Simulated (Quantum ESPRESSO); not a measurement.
# Sb2Pd: parallel and opposed starts, part 2 of 2

Does Sb2Pd prefer parallel or opposed moments?

Quantum ESPRESSO 7.5; PBEsol; plane waves with GBRV 1.5 PBEsol potentials, no spin-orbit coupling.

So far: The starting structure; Start 1: ferro ++++.

### 3. Start 2: antiferro ++−−

Contents of pw.in:

```
&CONTROL
  calculation = 'scf'
  prefix = 'pwscf'
  outdir = './tmp'
  pseudo_dir = './pseudo'
  disk_io = 'nowf'
/
&SYSTEM
  ibrav = 0
  nat = 12
  ntyp = 3
  ecutwfc = 40
  ecutrho = 280
  nbnd = 112
  occupations = 'smearing'
  smearing = 'fd'
  degauss = 0.00734986
  nspin = 2
  starting_magnetization(1) = 0
  starting_magnetization(2) = 0.0375
  starting_magnetization(3) = -0.0375
/
&ELECTRONS
  conv_thr = 2.4d-08
  electron_maxstep = 150
  mixing_beta = 0.3
/
ATOMIC_SPECIES
Sb    121.7600 sb_pbesol_v1.4.uspp.F.UPF
Pd1   106.4200 pd_pbesol_v1.4.uspp.F.UPF
Pd2   106.4200 pd_pbesol_v1.4.uspp.F.UPF
CELL_PARAMETERS angstrom
   6.4584000000    0.0000000000    0.0000000000
   0.0000000000    6.4584000000    0.0000000000
   0.0000000000    0.0000000000    6.4584000000
ATOMIC_POSITIONS crystal
Sb      0.3710000000    0.3710000000    0.3710000000
Sb      0.1290000000    0.6290000000    0.8710000000
Sb      0.8710000000    0.1290000000    0.6290000000
Sb      0.6290000000    0.8710000000    0.1290000000
Sb      0.6290000000    0.6290000000    0.6290000000
Sb      0.8710000000    0.3710000000    0.1290000000
Sb      0.1290000000    0.8710000000    0.3710000000
Sb      0.3710000000    0.1290000000    0.8710000000
Pd1     0.0000000000    0.0000000000    0.0000000000
Pd1     0.5000000000    0.0000000000    0.5000000000
Pd2     0.5000000000    0.5000000000    0.0000000000
Pd2     0.0000000000    0.5000000000    0.5000000000
K_POINTS automatic
4 4 4 0 0 0
```

Started as:

```console
> OMP_NUM_THREADS=1 mpirun -n 4 pw.x -nk 4 -in pw.in > pw.out
```

What it wrote:

```text
[banner, memory and clock lines left out]
Program PWSCF v.7.5 starts

     Message from routine setup:
     using ibrav=0 with symmetry is DISCOURAGED, use correct ibrav instead

     bravais-lattice index     =            0
     lattice parameter (alat)  =      12.2046  a.u.
     unit-cell volume          =    1817.9060 (a.u.)^3
     number of atoms/cell      =           12
     number of atomic types    =            3
     number of electrons       =       184.00
     number of Kohn-Sham states=          112
     kinetic-energy cutoff     =      40.0000  Ry
     charge density cutoff     =     280.0000  Ry
     scf convergence threshold =      2.4E-08
     mixing beta               =       0.3000
     number of iterations used =            8  plain     mixing
     Exchange-correlation= SLA  PW   PSX  PSC
                           (   1   4  10   8   0   0   0)

     celldm(1)=  12.204607  celldm(2)=   0.000000  celldm(3)=   0.000000
     celldm(4)=   0.000000  celldm(5)=   0.000000  celldm(6)=   0.000000

     crystal axes: (cart. coord. in units of alat)
               a(1) = (   1.000000   0.000000   0.000000 )
               a(2) = (   0.000000   1.000000   0.000000 )
               a(3) = (   0.000000   0.000000   1.000000 )

     reciprocal axes: (cart. coord. in units 2 pi/alat)
               b(1) = (  1.000000  0.000000  0.000000 )
               b(2) = (  0.000000  1.000000  0.000000 )
               b(3) = (  0.000000  0.000000  1.000000 )

     PseudoPot. # 1 for Sb read from file:
     sb_pbesol_v1.4.uspp.F.UPF
     Pseudo is Ultrasoft + core correction, Zval = 15.0

     PseudoPot. # 2 for Pd read from file:
     pd_pbesol_v1.4.uspp.F.UPF
     Pseudo is Ultrasoft + core correction, Zval = 16.0

     PseudoPot. # 3 for Pd read from file:
     pd_pbesol_v1.4.uspp.F.UPF
     Pseudo is Ultrasoft + core correction, Zval = 16.0

     atomic species   valence    mass     pseudopotential
     Sb               15.00   121.76000     Sb( 1.00)
     Pd1              16.00   106.42000     Pd( 1.00)
     Pd2              16.00   106.42000     Pd( 1.00)

     Starting magnetic structure
     atomic species   magnetization
     Sb              0.000
     Pd1             0.037
     Pd2            -0.037

      4 Sym. Ops., with inversion, found ( 2 have fractional translation)

   Cartesian axes

     site n.     atom                  positions (alat units)
         1        Sb     tau(   1) = (   0.3710000   0.3710000   0.3710000  )
         2        Sb     tau(   2) = (   0.1290000   0.6290000   0.8710000  )
         3        Sb     tau(   3) = (   0.8710000   0.1290000   0.6290000  )
         4        Sb     tau(   4) = (   0.6290000   0.8710000   0.1290000  )
         5        Sb     tau(   5) = (   0.6290000   0.6290000   0.6290000  )
         6        Sb     tau(   6) = (   0.8710000   0.3710000   0.1290000  )
         7        Sb     tau(   7) = (   0.1290000   0.8710000   0.3710000  )
         8        Sb     tau(   8) = (   0.3710000   0.1290000   0.8710000  )
         9        Pd1    tau(   9) = (   0.0000000   0.0000000   0.0000000  )
        10        Pd1    tau(  10) = (   0.5000000   0.0000000   0.5000000  )
        11        Pd2    tau(  11) = (   0.5000000   0.5000000   0.0000000  )
        12        Pd2    tau(  12) = (   0.0000000   0.5000000   0.5000000  )

     number of k points=    30  Fermi-Dirac smearing, width (Ry)=  0.0073
                       cart. coord. in units 2pi/alat
        k(    1) = (   0.0000000   0.0000000   0.0000000), wk =   0.0156250
        k(    2) = (   0.0000000   0.0000000   0.2500000), wk =   0.0312500
        k(    3) = (   0.0000000   0.0000000  -0.5000000), wk =   0.0156250
        k(    4) = (   0.0000000   0.2500000   0.2500000), wk =   0.0625000
        k(    5) = (   0.0000000   0.2500000  -0.5000000), wk =   0.0312500
        [... 25 further k-points ...]

     Dense  grid:   143761 G-vectors     FFT dimensions: (  72,  72,  72)

     Smooth grid:    62213 G-vectors     FFT dimensions: (  50,  50,  50)

     Check: negative core charge=   -0.000003
     Generating pointlists ...
     new r_m :   0.1705 (alat units)  2.0814 (a.u.) for type    1
     new r_m :   0.1705 (alat units)  2.0814 (a.u.) for type    2
     new r_m :   0.1705 (alat units)  2.0814 (a.u.) for type    3

     Initial potential from superposition of free atoms

     starting charge     173.9999, renormalised to     184.0000

     negative rho (up, down):  1.622E-01 1.622E-01
     Starting wfcs are  120 randomized atomic wfcs

     Self-consistent Calculation

     iteration #  1     ecut=    40.00 Ry     beta= 0.30
     Davidson diagonalization with overlap
     ethr =  1.00E-02,  avg # of iterations =  6.4

     negative rho (up, down):  1.561E-01 1.561E-01

     total energy              =   -2258.97376945 Ry
     estimated scf accuracy    <      47.22553929 Ry

     total magnetization       =     0.00 Bohr mag/cell
     absolute magnetization    =     1.04 Bohr mag/cell

     iteration #  2     ecut=    40.00 Ry     beta= 0.30
     Davidson diagonalization with overlap
     ethr =  1.00E-02,  avg # of iterations =  2.0

     negative rho (up, down):  1.595E-01 1.595E-01

     total energy              =   -2271.24413498 Ry
     estimated scf accuracy    <      11.78598802 Ry

     total magnetization       =     0.00 Bohr mag/cell
     absolute magnetization    =     0.13 Bohr mag/cell

     [... further iterations left out ...]

     iteration # 13     ecut=    40.00 Ry     beta= 0.30
     Davidson diagonalization with overlap
     ethr =  8.05E-10,  avg # of iterations =  2.0

     negative rho (up, down):  1.610E-01 1.610E-01

     total energy              =   -2271.69843191 Ry
     estimated scf accuracy    <       0.00000007 Ry

     total magnetization       =     0.00 Bohr mag/cell
     absolute magnetization    =     0.00 Bohr mag/cell

     iteration # 14     ecut=    40.00 Ry     beta= 0.30
     Davidson diagonalization with overlap
     ethr =  4.00E-11,  avg # of iterations =  2.0

     negative rho (up, down):  1.610E-01 1.610E-01

     Magnetic moment per site  (integrated on atomic sphere of radius R)
     atom   1 (R=0.171)  charge= 12.1203  magn=  0.0000
     atom   2 (R=0.171)  charge= 12.1203  magn=  0.0000
     atom   3 (R=0.171)  charge= 12.1203  magn= -0.0000
     atom   4 (R=0.171)  charge= 12.1203  magn= -0.0000
     atom   5 (R=0.171)  charge= 12.1203  magn=  0.0000
     atom   6 (R=0.171)  charge= 12.1203  magn=  0.0000
     atom   7 (R=0.171)  charge= 12.1203  magn= -0.0000
     atom   8 (R=0.171)  charge= 12.1203  magn= -0.0000
     atom   9 (R=0.171)  charge= 14.3259  magn=  0.0000
     atom  10 (R=0.171)  charge= 14.3259  magn=  0.0000
     atom  11 (R=0.171)  charge= 14.3259  magn= -0.0000
     atom  12 (R=0.171)  charge= 14.3259  magn= -0.0000

     End of self-consistent calculation

     [... lines left out ...]
     the Fermi energy is    13.3008 ev

!    total energy              =   -2271.69843194 Ry
     estimated scf accuracy    <       0.00000001 Ry
     smearing contrib. (-TS)   =      -0.00683194 Ry
     internal energy E=F+TS    =   -2271.69160000 Ry

     The total energy is F=E-TS. E is the sum of the following terms:
     one-electron contribution =    -866.98457637 Ry
     hartree contribution      =     555.43848032 Ry
     xc contribution           =    -473.76326299 Ry
     ewald contribution        =   -1486.38224094 Ry

     total magnetization       =     0.00 Bohr mag/cell
     absolute magnetization    =     0.00 Bohr mag/cell

     convergence has been achieved in  14 iterations
```

Elapsed: 6.5 min, on 4 MPI ranks of Arm Neoverse V2, shared host; peak memory 1.9 GiB.

The spin moment in the atom's sphere vanishes on all atoms.

Numbers from this step:

```yaml
smearing_term_ts: 0.09295 eV
magnetization: 0 μB
absolute_magnetization: 0 μB
final_state: non-magnetic
```

### 4. Run 3 (ferri +++−)

pw.in, as its differences from that of step 3:

```diff
@@ -46,3 +46,3 @@
 Pd1     0.5000000000    0.0000000000    0.5000000000
-Pd2     0.5000000000    0.5000000000    0.0000000000
+Pd1     0.5000000000    0.5000000000    0.0000000000
 Pd2     0.0000000000    0.5000000000    0.5000000000
```

What it wrote:

```text
     [... lines left out ...]
Program PWSCF v.7.5 starts
     [... lines left out ...]
     number of atoms/cell      =           12
     [... lines left out ...]
     number of electrons       =       184.00
     number of Kohn-Sham states=          112
     kinetic-energy cutoff     =      40.0000  Ry
     charge density cutoff     =     280.0000  Ry
     scf convergence threshold =      2.4E-08
     [... lines left out ...]
      6 Sym. Ops., with inversion, found ( 4 have fractional translation)
     [... lines left out ...]
     number of k points=    14  Fermi-Dirac smearing, width (Ry)=  0.0073
     [... lines left out ...]
     iteration # 15     ecut=    40.00 Ry     beta= 0.30
     [... lines left out ...]
     Magnetic moment per site  (integrated on atomic sphere of radius R)
     atom   1 (R=0.171)  charge= 12.1203  magn= -0.0000
     atom   2 (R=0.171)  charge= 12.1203  magn= -0.0000
     atom   3 (R=0.171)  charge= 12.1203  magn= -0.0000
     atom   4 (R=0.171)  charge= 12.1203  magn= -0.0000
     atom   5 (R=0.171)  charge= 12.1203  magn= -0.0000
     atom   6 (R=0.171)  charge= 12.1203  magn= -0.0000
     atom   7 (R=0.171)  charge= 12.1203  magn= -0.0000
     atom   8 (R=0.171)  charge= 12.1203  magn= -0.0000
     atom   9 (R=0.171)  charge= 14.3259  magn=  0.0000
     atom  10 (R=0.171)  charge= 14.3259  magn=  0.0000
     atom  11 (R=0.171)  charge= 14.3259  magn=  0.0000
     atom  12 (R=0.171)  charge= 14.3259  magn=  0.0000
     [... lines left out ...]
     the Fermi energy is    13.3008 ev
!    total energy              =   -2271.69843195 Ry
     estimated scf accuracy    <          2.3E-10 Ry
     smearing contrib. (-TS)   =      -0.00683196 Ry
     [... lines left out ...]
     total magnetization       =     0.00 Bohr mag/cell
     absolute magnetization    =     0.00 Bohr mag/cell
     convergence has been achieved in  15 iterations
```

It took 3.5 min on 4 MPI ranks; peak memory 1.5 GiB; 14 min of CPU time.

The spin moment in the atom's sphere vanishes on all atoms.

This step gave:

```yaml
smearing_term_ts: 0.09295 eV
magnetization: 0 μB
absolute_magnetization: 0 μB
final_state: non-magnetic
```

### 5. Energies of the orders

An order is kept where moments of 0.15 μB or more survive with the typed signs; meshes match where a doubled cell samples the same k points as the first cell.

Orders:

```
         start   final state  typed order kept  energy over the lowest (meV a seeded atom)  largest site moment (μB)  net moment (μB a cell of the first run)  mesh matched  CPU time (s)
    ferro ++++  non-magnetic                no                                           0                         0                                        0           yes         626.9
antiferro ++--  non-magnetic                no                                           0                         0                                        0           yes          1564
    ferri +++-  non-magnetic                no                                           0                         0                                        0           yes         838.5
```

### 6. Outcome

| Item | Value |
| --- | --- |
| lowest state found | non-magnetic (from ferro ++++, antiferro ++-- and ferri +++-) |
| largest site moment | 0 μB |

**Reading.** The lowest state carries no moment, and no start kept one. This is the lowest of 3 collinear or spinless starts, no proof of the ground state. Energies are free energies at an electronic temperature of 1160 K, which lowers moments and differences where the moments are itinerant.

[Logs and program files are shortened in this print: banners, set-up blocks, solver, clock and traceback lines can be left out without a mark of their own.]

[Logs are printed without paths, hosts, clocks, repeated set-up lines and the standing remarks that a program may print on its own settings, such as how far it seeks lower states.]

[Hosts, paths, dates, database ids (printed as entryN), source tags and the programs' standing remarks are cut or masked in the printed files.]

[Where a cell is said to come from a database of computed structures, the database is the Materials Project.]
